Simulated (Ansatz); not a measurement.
# 1T-SnSe2 monolayer in a perpendicular field

Aim: how the 1T-SnSe2 monolayer screens a field along its normal, and what the field does to its bands. A positive field points along +c.

Program: Ansatz 0.2.0. Level of theory: plane-wave DFT, PBE-D3(BJ), Ansatz PAW. Results are calculated unless marked as measured.

## Step 1: Starting point

The cell holds 3 atoms: 2 Se and 1 Sn. Its edges and angles: a = 3.870 Å, b = 3.870 Å, c = 35.210 Å, α = 90.0°, β = 90.0°, γ = 120.0°. Vacuum lies along c.

Coordinates:

```cif
data_structure
_symmetry_space_group_name_H-M 'P 1'
_symmetry_Int_Tables_number 1
_cell_length_a 3.8700
_cell_length_b 3.8700
_cell_length_c 35.2105
_cell_angle_alpha 90.000
_cell_angle_beta 90.000
_cell_angle_gamma 120.000
_cell_volume 456.69
loop_
_atom_site_label
_atom_site_type_symbol
_atom_site_fract_x
_atom_site_fract_y
_atom_site_fract_z
_atom_site_occupancy
Se1 Se 0.66667 0.33333 0.47003 1
Sn2 Sn 0.00000 0.00000 0.50000 1
Se3 Se 0.33333 0.66667 0.52997 1
```

## Step 2: Relaxation

The starting cell is a guess, so the in-plane lattice and the atoms are relaxed first, with the slab cut off from its images along the normal.

The input, input.yaml:

```yaml
crystal:
  lattice:
    - [3.87, 0.0, 0.0]
    - [-1.935, 3.3515183126, 0.0]
    - [0.0, 0.0, 35.2104890424]
  atoms:
    - { symbol: Se, position: [0.6666666667, 0.3333333333, 0.4700303929] }
    - { symbol: Sn, position: [0.0, 0.0, 0.5] }
    - { symbol: Se, position: [0.3333333333, 0.6666666667, 0.5299696071] }
  periodic: [true, true, false]
kpoints:
  mp_grid: { grid: [12, 12, 1] }
hamiltonian:
  xc: pbe
  dispersion: d3bj
scf:
  occupations: { method: fermi_dirac, width: 0.05 }
  convergence: { dr2_threshold: 1.0e-09 }
relax:
  f_tol: 0.004
  max_steps: 90
  cell: {}
output:
  write_potential: true
  write_density: true
  volumetric_format: npy
```

The run is started by

```sh
$ ansatz run input.yaml --threads 2 --pin off --max-ram 3072MiB --backend cpu --events-out ev --progress --plain --runs-dir out
```

Numbers of over 12 decimals in the logs are rounded to 6 here.

What it wrote:

```text
Warning: relax.cell: scf.convergence.dr2_threshold = 1e-9 eV is looser than the 2.04549250463e-10 eV advised for a relaxation that steers and ends on the stress (1e-10 eV for each atom of the cell: 3, times the square of relax.cell.stress_2d_tol = 0.05 N/m over 12.1 Å (the atoms' height at the walk's start and 5 Å past either face), 4.129e-2 GPa, over a crystal's default 0.05). What an SCF threshold leaves in a stress goes as its square root, and in the free energy as the threshold itself, and one threshold admits the most on a small cell: [figures from the program's tests cut] Set scf.convergence.dr2_threshold to 2.04549250463e-10 eV or tighter. [rest of the remark cut]
Engine: ansatz 0.2.0, x86_64-unknown-linux-gnu
Pseudopotentials: kind: paw
Pseudopotential: Se, paw, valence charge 16, recommended cutoff 420 eV (normal), Se.paw.azcp
Pseudopotential: Sn, paw, valence charge 14, recommended cutoff 420 eV (normal), Sn.paw.azcp
Functional definition: PBE
  parameter kappa = 0.804
  parameter beta = 0.066725
  exchange = pbe_x(kappa = kappa, mu = beta*pi^2/3)
  correlation = pbe_c(beta = beta)
Crystal: 3 atoms, lattice volume = 456.693 Å³
Basis set: ecut = 420 eV, 8985 PW (Γ), exchange–correlation on 54×54×480 points (8 copies of the dense FFT grid, shifted against one another)
Bands: 28, of which v1, the nominal top of the filled ones, is band 23 counted from 1 (22 counted from 0)
Symmetry: 12 space group operations
Space group: P-3m1 (ITA 164), of the structure as read, at distance tolerance 7.7e-5 Å
k-points: 19 of 144
Non-local potential: Se, projectors of the file, l = 0: 2, l = 1: 2, l = 2: 3, l = 3: 1
Non-local potential: Sn, projectors of the file, l = 0: 2, l = 1: 2, l = 2: 2, l = 3: 2
PAW form: soft (Blöchl's): semilocal exchange-correlation on the pseudo side does not see the compensation charge
PAW one-centre angular grid: Se, 590 points (default); XC on 64 Gauss nodes
PAW one-centre angular grid: Sn, 590 points (default); XC on 64 Gauss nodes
Initial density: superposition of atomic densities (neutral atoms: chi_scale 0, normalization atom), corrected by the library's trained network
Initial wavefunctions: pseudopotential atomic-orbital guess
Functional: x = pbe(κ = 0.804, μ = 0.219515), c = pbe(β = 0.066725)
SCF iter   1: F=—  HF=-16961.331991 eV  |F-HF|=—  |Δ(HF+E_count)|=         —  Δρ=1.57e-3  dr2=2.12e-2  ethr=1.77e-3  ⟨swp⟩=16.6  Hψ=4083  notcnv=0
preconditioner: auto → Resta (q_TF=auto, 1.861 Å⁻¹)  ε∞=1.4  [insulator: Δε(μ)=0.684 eV  Ē_g=10.907 eV  σ=0.050 eV  W_gap=1.00  n_scr=20 (ndim 8)  ℏωp=7.0 eV  f_vac=0.827  D(μ)=0.00/eV (n_scr^D=0)  ε∞_Penn≈1.4  vacuum switching on, ρ_ref=8.6e-3 e/Å³]
SCF iter   2: F=—  HF=-16961.325277 eV  |F-HF|=—  |Δ(HF+E_count)|=   6.71e-3  Δρ=4.69e-4  dr2=9.08e-4  ethr=4.61e-5  ⟨swp⟩=4.2  Hψ=1426  notcnv=0  defer=16
SCF iter   3: F=—  HF=-16961.325565 eV  |F-HF|=—  |Δ(HF+E_count)|=   2.89e-4  Δρ=2.20e-4  dr2=1.38e-4  ethr=1.97e-6  ⟨swp⟩=3.4  Hψ=1124  notcnv=0  defer=16
SCF iter   4: F=—  HF=-16961.325733 eV  |F-HF|=—  |Δ(HF+E_count)|=   1.67e-4  Δρ=4.73e-5  dr2=9.55e-6  ethr=3.00e-7  ⟨swp⟩=3.4  Hψ=1029  notcnv=0  defer=16
SCF iter   5: F=—  HF=-16961.325734 eV  |F-HF|=—  |Δ(HF+E_count)|=   1.58e-6  Δρ=9.91e-6  dr2=3.81e-7  ethr=2.08e-8  ⟨swp⟩=3.5  Hψ=1116  notcnv=0  defer=16
SCF iter   6: F=—  HF=-16961.325759 eV  |F-HF|=—  |Δ(HF+E_count)|=   2.48e-5  Δρ=2.68e-6  dr2=2.00e-8  ethr=8.28e-10  ⟨swp⟩=3.1  Hψ=1043  notcnv=0  defer=16
SCF iter   7: F=-16961.325759 eV  HF=-16961.325759 eV  |F-HF|=6.08e-9  |Δ(HF+E_count)|=   4.29e-8  Δρ=3.66e-7  dr2=5.57e-10  ethr=2.17e-12  ⟨swp⟩=10.7  Hψ=4592  notcnv=0
SCF 1 converged in 7 iterations: F = -16961.325759 eV  dr2 = 5.57e-10
  greatest PAW one-centre occupation: 1.000 electrons in one spin orbital (limit 2), on the Se atom at site 2 (counted from 0), in its partial waves of l = 2
relax step   1: F+E_penalty+E_count = -16961.32575913 eV  Δ(F+E_penalty+E_count) = +0.000e0 eV  max|allowed force component| = 5.210e0 eV/Å  Δτ_max = 0.0000 Å  P = +17.963 N/m  Ω = 456.693 Å³  fix = [c, alpha, beta]  reactions: c +0.000 N/m  (7 SCF iters, accepted)
Crystal: 3 atoms, lattice volume = 464.542 Å³
Basis set: ecut = 420 eV, 9189 PW (Γ), exchange–correlation on 54×54×480 points (8 copies of the dense FFT grid, shifted against one another)
Initial density: handed on by an earlier stage of this run
Initial wavefunctions: those handed on with the density
iter 1 solved again at ethr=1.63e-4 eV; its pass at ethr=3.10e-3 eV (dr2=7.48e-2 eV) is discarded
SCF iter   1: F=—  HF=-16963.125519 eV  |F-HF|=—  |Δ(HF+E_count)|=         —  Δρ=3.83e-3  dr2=7.34e-2  ethr=1.63e-4  ⟨swp⟩=2.4  Hψ=4025  notcnv=0
preconditioner: auto → Resta (q_TF=auto, 1.856 Å⁻¹)  ε∞=1.4  [insulator: Δε(μ)=1.163 eV  Ē_g=10.338 eV  σ=0.050 eV  W_gap=1.00  n_scr=20 (ndim 8)  ℏωp=6.9 eV  f_vac=0.820  D(μ)=0.00/eV (n_scr^D=0)  ε∞_Penn≈1.4  vacuum switching on, ρ_ref=7.8e-3 e/Å³]
SCF iter   2: F=—  HF=-16963.107788 eV  |F-HF|=—  |Δ(HF+E_count)|=   1.77e-2  Δρ=1.76e-3  dr2=7.79e-3  ethr=1.60e-4  ⟨swp⟩=3.5  Hψ=899  notcnv=0
SCF iter   3: F=—  HF=-16963.106722 eV  |F-HF|=—  |Δ(HF+E_count)|=   1.07e-3  Δρ=7.72e-4  dr2=1.76e-3  ethr=1.69e-5  ⟨swp⟩=3.8  Hψ=1244  notcnv=0
SCF iter   4: F=—  HF=-16963.106912 eV  |F-HF|=—  |Δ(HF+E_count)|=   1.91e-4  Δρ=1.13e-4  dr2=5.17e-5  ethr=3.82e-6  ⟨swp⟩=3.2  Hψ=960  notcnv=0
SCF iter   5: F=—  HF=-16963.106946 eV  |F-HF|=—  |Δ(HF+E_count)|=   3.40e-5  Δρ=4.06e-5  dr2=6.08e-6  ethr=1.12e-7  ⟨swp⟩=3.2  Hψ=1153  notcnv=0
SCF iter   6: F=—  HF=-16963.106945 eV  |F-HF|=—  |Δ(HF+E_count)|=   1.45e-6  Δρ=7.15e-6  dr2=1.20e-7  ethr=1.32e-8  ⟨swp⟩=3.0  Hψ=1140  notcnv=0
SCF iter   7: F=—  HF=-16963.106969 eV  |F-HF|=—  |Δ(HF+E_count)|=   2.43e-5  Δρ=1.90e-6  dr2=1.85e-8  ethr=2.62e-10  ⟨swp⟩=4.5  Hψ=1483  notcnv=0
SCF iter   8: F=—  HF=-16963.106969 eV  |F-HF|=—  |Δ(HF+E_count)|=   3.62e-9  Δρ=4.76e-7  dr2=1.06e-9  ethr=4.02e-11  ⟨swp⟩=2.2  Hψ=784  notcnv=0
SCF iter   9: F=-16963.106969 eV  HF=-16963.106969 eV  |F-HF|=6.55e-11  |Δ(HF+E_count)|=  7.31e-10  Δρ=9.43e-8  dr2=3.40e-11  ethr=2.17e-12  ⟨swp⟩=12.6  Hψ=3896  notcnv=0
SCF 2 converged in 9 iterations: F = -16963.106969 eV  dr2 = 3.40e-11
relax step   2: F+E_penalty+E_count = -16963.10696929 eV  Δ(F+E_penalty+E_count) = -1.781e0 eV  max|allowed force component| = 3.093e0 eV/Å  Δτ_max = 0.1950 Å  P = +6.887 N/m  Ω = 464.542 Å³  energy of the carried Pulay correction = -5.256e-4 eV  fix = [c, alpha, beta]  reactions: c +0.000 N/m  (9 SCF iters, accepted)
Crystal: 3 atoms, lattice volume = 462.517 Å³
[...]
SCF iter   3: F=—  HF=-16963.948615 eV  |F-HF|=—  |Δ(HF+E_count)|=   9.48e-4  Δρ=4.88e-4  dr2=2.31e-3  ethr=1.84e-5  ⟨swp⟩=4.1  Hψ=1257  notcnv=0
SCF iter   4: F=—  HF=-16963.948259 eV  |F-HF|=—  |Δ(HF+E_count)|=   3.56e-4  Δρ=1.26e-4  dr2=6.40e-5  ethr=5.02e-6  ⟨swp⟩=2.9  Hψ=745  notcnv=0
SCF iter   5: F=—  HF=-16963.948257 eV  |F-HF|=—  |Δ(HF+E_count)|=   1.29e-6  Δρ=4.38e-5  dr2=9.40e-6  ethr=1.39e-7  ⟨swp⟩=3.4  Hψ=1138  notcnv=0
SCF iter   6: F=—  HF=-16963.948258 eV  |F-HF|=—  |Δ(HF+E_count)|=   3.65e-7  Δρ=9.39e-6  dr2=2.44e-7  ethr=2.04e-8  ⟨swp⟩=2.9  Hψ=1041  notcnv=0
SCF iter   7: F=—  HF=-16963.948279 eV  |F-HF|=—  |Δ(HF+E_count)|=   2.13e-5  Δρ=1.59e-6  dr2=1.80e-8  ethr=5.30e-10  ⟨swp⟩=3.4  Hψ=1204  notcnv=0
SCF iter   8: F=—  HF=-16963.948279 eV  |F-HF|=—  |Δ(HF+E_count)|=   1.30e-9  Δρ=4.22e-7  dr2=1.14e-9  ethr=3.90e-11  ⟨swp⟩=3.4  Hψ=944  notcnv=0
SCF iter   9: F=-16963.948279 eV  HF=-16963.948279 eV  |F-HF|=8.37e-11  |Δ(HF+E_count)|=  3.67e-10  Δρ=5.98e-8  dr2=1.95e-11  ethr=2.17e-12  ⟨swp⟩=10.7  Hψ=3497  notcnv=0
SCF 3 converged in 9 iterations: F = -16963.948279 eV  dr2 = 1.95e-11
relax step   3: F+E_penalty+E_count = -16963.94827909 eV  Δ(F+E_penalty+E_count) = -8.413e-1 eV  max|allowed force component| = 1.267e0 eV/Å  Δτ_max = 0.1947 Å  P = +1.131 N/m  Ω = 462.517 Å³  energy of the carried Pulay correction = -3.909e-4 eV  fix = [c, alpha, beta]  reactions: c +0.000 N/m  (9 SCF iters, accepted)
[...]
relax step   4: F+E_penalty+E_count = -16964.10408585 eV  Δ(F+E_penalty+E_count) = -1.558e-1 eV  max|allowed force component| = 4.843e-1 eV/Å  Δτ_max = 0.2000 Å  P = -1.274 N/m  Ω = 453.122 Å³  energy of the carried Pulay correction = +2.422e-4 eV  fix = [c, alpha, beta]  reactions: c -0.000 N/m  (9 SCF iters, accepted)
[...]
relax step   5: F+E_penalty+E_count = -16964.13193398 eV  Δ(F+E_penalty+E_count) = -2.785e-2 eV  max|allowed force component| = 4.293e-2 eV/Å  Δτ_max = 0.0475 Å  P = -0.533 N/m  Ω = 451.640 Å³  energy of the carried Pulay correction = +3.432e-4 eV  fix = [c, alpha, beta]  reactions: c -0.000 N/m  (7 SCF iters, accepted)
[...]
relax step   6: F+E_penalty+E_count = -16964.13417078 eV  Δ(F+E_penalty+E_count) = -2.237e-3 eV  max|allowed force component| = 1.150e-2 eV/Å  Δτ_max = 0.0016 Å  P = -0.193 N/m  Ω = 448.580 Å³  energy of the carried Pulay correction = +5.529e-4 eV  fix = [c, alpha, beta]  reactions: c -0.000 N/m  (6 SCF iters, accepted)
[...]
relax step   7: F+E_penalty+E_count = -16964.13479940 eV  Δ(F+E_penalty+E_count) = -6.286e-4 eV  max|allowed force component| = 5.982e-3 eV/Å  Δτ_max = 0.0038 Å  P = +0.001 N/m  Ω = 446.235 Å³  energy of the carried Pulay correction = +7.146e-4 eV  fix = [c, alpha, beta]  reactions: c +0.000 N/m  (6 SCF iters, accepted)
[...]
relax step   8: F+E_penalty+E_count = -16964.13480926 eV  Δ(F+E_penalty+E_count) = -9.867e-6 eV  max|allowed force component| = 1.491e-4 eV/Å  Δτ_max = 0.0007 Å  P = -0.001 N/m  Ω = 446.156 Å³  energy of the carried Pulay correction = +7.201e-4 eV  fix = [c, alpha, beta]  reactions: c -0.000 N/m  (5 SCF iters, accepted)
Initial wavefunctions: pseudopotential atomic-orbital guess (no wavefunctions were taken with the density)
iter 1 solved again at ethr=1.50e-6 eV; its pass at ethr=3.10e-3 eV (dr2=6.92e-4 eV) is discarded
SCF iter   1: F=—  HF=-16964.134447 eV  |F-HF|=—  |Δ(HF+E_count)|=         —  Δρ=8.99e-6  dr2=8.25e-8  ethr=1.50e-6  ⟨swp⟩=4.4  Hψ=5289  notcnv=0
eigensolver tolerance schedule: the retry pair's looser diagonalisation over-reported the residual by 8381.62 of it (diagonalisation noise at an unbounded share of the residual, at the tolerance the schedule requests for it); recorded, not acted on — ethr = c·dr2/N_el stays at c = 1.0e-1
SCF iter   2: F=—  HF=-16964.134438 eV  |F-HF|=—  |Δ(HF+E_count)|=   8.32e-6  Δρ=5.02e-6  dr2=5.95e-8  ethr=1.79e-10  ⟨swp⟩=5.4  Hψ=1819  notcnv=0
SCF iter   3: F=—  HF=-16964.134438 eV  |F-HF|=—  |Δ(HF+E_count)|=   2.59e-8  Δρ=2.30e-6  dr2=2.08e-8  ethr=1.29e-10  ⟨swp⟩=2.2  Hψ=790  notcnv=0
SCF iter   4: F=—  HF=-16964.134438 eV  |F-HF|=—  |Δ(HF+E_count)|=   6.49e-9  Δρ=7.00e-7  dr2=1.13e-9  ethr=4.52e-11  ⟨swp⟩=2.9  Hψ=748  notcnv=0
SCF iter   5: F=-16964.134438 eV  HF=-16964.134438 eV  |F-HF|=7.28e-12  |Δ(HF+E_count)|=  9.24e-10  Δρ=1.23e-7  dr2=4.11e-11  ethr=2.17e-12  ⟨swp⟩=16.6  Hψ=4200  notcnv=0
SCF 9 converged in 5 iterations: F = -16964.134438 eV  dr2 = 4.11e-11
relax step   9: F+E_penalty+E_count = -16964.13443849 eV  Δ(F+E_penalty+E_count) = +3.708e-4 eV  max|allowed force component| = 3.912e-4 eV/Å  Δτ_max = 0.0000 Å  P = -0.019 N/m  Ω = 446.156 Å³  fix = [c, alpha, beta]  reactions: c -0.000 N/m  stress off target by 1.92e-2 N/m on what of the cell is left free  SCF on the basis re-selected at this cell (its energy is not comparable with the rows above)  (5 SCF iters)
basis re-selected at this cell: Δ(F+E_penalty+E_count) = +3.708e-4 eV, ΔP = -0.019 N/m vs the last step (what re-selecting the basis moved, of the pressure what is left beyond the Pulay correction that the steps carried, after the strain that the cell walked since its last selection, with what the two solves' SCF thresholds leave and, on support functions, any second-order correction that the steps lacked; it is no m [...]
SCF converged after 5 iterations
Free energy (F): -16964.134438 eV
Harris-Foulkes:  -16964.134438 eV  (|F-HF|=7.28e-12)
Internal energy: -16964.134403 eV  (E = F + TS)
E sigma→0 (E₀):  -16964.134421 eV
Entropy (-TS):   -0.000035 eV (-0.012 meV/atom)
Fermi energy:    -5.550778 eV
--- Per-component energies (eV) ---
  E_band       = -1498.945677
  E_kinetic    = 423.823785
  E_local      = -114115.274139  (includes V_loc(G=0)·N_el)
  E_nonlocal   = -1222.406390
  E_hartree    = 56815.204545
  E_xc         = -589.167801
  E_vxc        = -290.403608  (∫ρ·V_xc dr)
  E_paw        = -7963.857359  (= ΣΔE_a)
  E_vpaw       = 74.906780  (= ΣTr[D̂ρ^β])
  E_aug_tail   = -0.001214  (compensation charges beyond the density's cutoff)
  E_ewald      = 49688.301108
  E_disp       = -0.756938  (pairwise vdW)
  E_smearing   = -0.000035  (= −TS)
  E_closure    = 0.000000  (closes the sum)
  Σ components = -16964.134438   (vs F -16964.134438, Δ=0.00e0)
--- Forces (eV/Å), atoms counted from 1 ---
  atom   1  Se    -0.00000000     0.00000000    -0.00039116
  atom   2  Sn     0.00000000    -0.00000000     0.00000000
  atom   3  Se     0.00000000    -0.00000000     0.00039116
  max |Σ_I F_I| component: 4.63e-18 eV/Å
--- 2D stress c σ (N/m, compression-positive) ---
       -0.019163      -0.000000       0.000000
       -0.000000      -0.019163       0.000000
        0.000000       0.000000      -0.000000
  P = ½ c Tr σ = -0.0192 N/m
--- Band table (eV; the first three rows and the last of 19) ---
  k-point 0: bands = [... 19 lower, -6.4231, -6.4231, -6.0366, -6.0366, -4.3683, -2.8431, -1.3368, -1.3368, ... 1 higher]
  k-point 1: bands = [... 19 lower, -7.0457, -6.6554, -6.4054, -5.9738, -3.9856, -2.4008, -1.5090, -1.1755, ... 1 higher]
  k-point 2: bands = [... 19 lower, -7.2304, -7.0808, -6.9459, -5.9774, -3.7241, -2.1026, -1.0258, -0.8002, ... 1 higher]
  k-point 18: bands = [... 19 lower, -9.6070, -9.2415, -6.8508, -6.8508, -4.1804, -0.7583, -0.7583, 0.6143, ... 1 higher]
  the weakly bound empty levels are not read free of the cell's end (no_gap_told)
--- Relaxed structure (8 steps of the walk, 8 accepted, 1 SCFs on fresh bases) ---
  F+E_penalty+E_count = -16964.13443849 eV   max|allowed force component| = 3.912e-4 eV/Å   (the final SCF, on the basis selected at the relaxed cell)
  cell:  # Å, volume = 446.1555 Å³
    - [3.825091, 0, 0]
    - [-1.912546, 3.312626, 0]
    - [0, 0, 35.2104890424]
  atoms:
    - { symbol: Se, position: [0.666667, 0.333333, 0.454550] }
    - { symbol: Sn, position: [0, 0, 0.5] }
    - { symbol: Se, position: [0.333333, 0.666667, 0.545450] }
```

It took 53 s on 2 threads of Intel Xeon Platinum 8488C (Sapphire Rapids), shared host; peak memory 0.8 GiB; 1.7 min of CPU time.

The steps of the relaxation:

| step | energy less that of the first step (eV) | largest force component (eV/Å) | volume (Å³) |
| --- | --- | --- | --- |
| 1 | 0.0000 | 5.2102 | 456.69 |
| 2 | -1.7812 | 3.0933 | 464.54 |
| 3 | -2.6225 | 1.2672 | 462.52 |
| 4 | -2.7783 | 0.4843 | 453.12 |
| 5 | -2.8062 | 0.0429 | 451.64 |
| 6 | -2.8084 | 0.0115 | 448.58 |
| 7 | -2.8090 | 0.0060 | 446.24 |
| 8 | -2.8090 | 0.0001 | 446.16 |
| 9* | -2.8087 | 0.0004 | 446.16 |

Relaxation steps marked * repeat the geometry before them on a plane-wave basis chosen anew for their cell, so energy and pressure can jump there.

The run keeps the 12 symmetry operations that it works with, so distortions that break them were not tested.

| cell as run | before | after | change |
| --- | --- | --- | --- |
| a (Å) | 3.870 | 3.825 | -1.2 % |
| b (Å) | 3.870 | 3.825 | -1.2 % |

The atoms that moved most (Å, along periodic axes as changes of fractional coordinates times the final cell, across vacuum about the mean position):

| atom | dx | dy | dz | length |
| --- | --- | --- | --- | --- |
| Se1 | 0.000 | 0.000 | -0.545 | 0.545 |
| Se3 | 0.000 | 0.000 | 0.545 | 0.545 |

Final coordinates:

```xyz
3
Lattice="3.8251 0.0000 0.0000 -1.9125 3.3126 0.0000 0.0000 0.0000 35.2105" Properties=species:S:1:pos:R:3
Se    1.9125    1.1042   16.0049
Sn    0.0000    0.0000   17.6052
Se    0.0000    2.2084   19.2056
```

The lattice constant a goes from 3.870 to 3.825 Å.

(Part 1 of 2 ends here.)

[Logs are printed without paths, hosts, clocks, repeated set-up lines and the standing remarks that a program may print on its own settings, such as how far it seeks lower states.]

[Hosts, paths, dates, database ids (printed as entryN), source tags and the programs' standing remarks are cut or masked in the printed files.]

[Maps of the electrostatic potential energy from Ansatz leave out the sawtooth potential of an applied field or a dipole correction, so their vacuum need not be flat; planar profiles and work functions include it.]
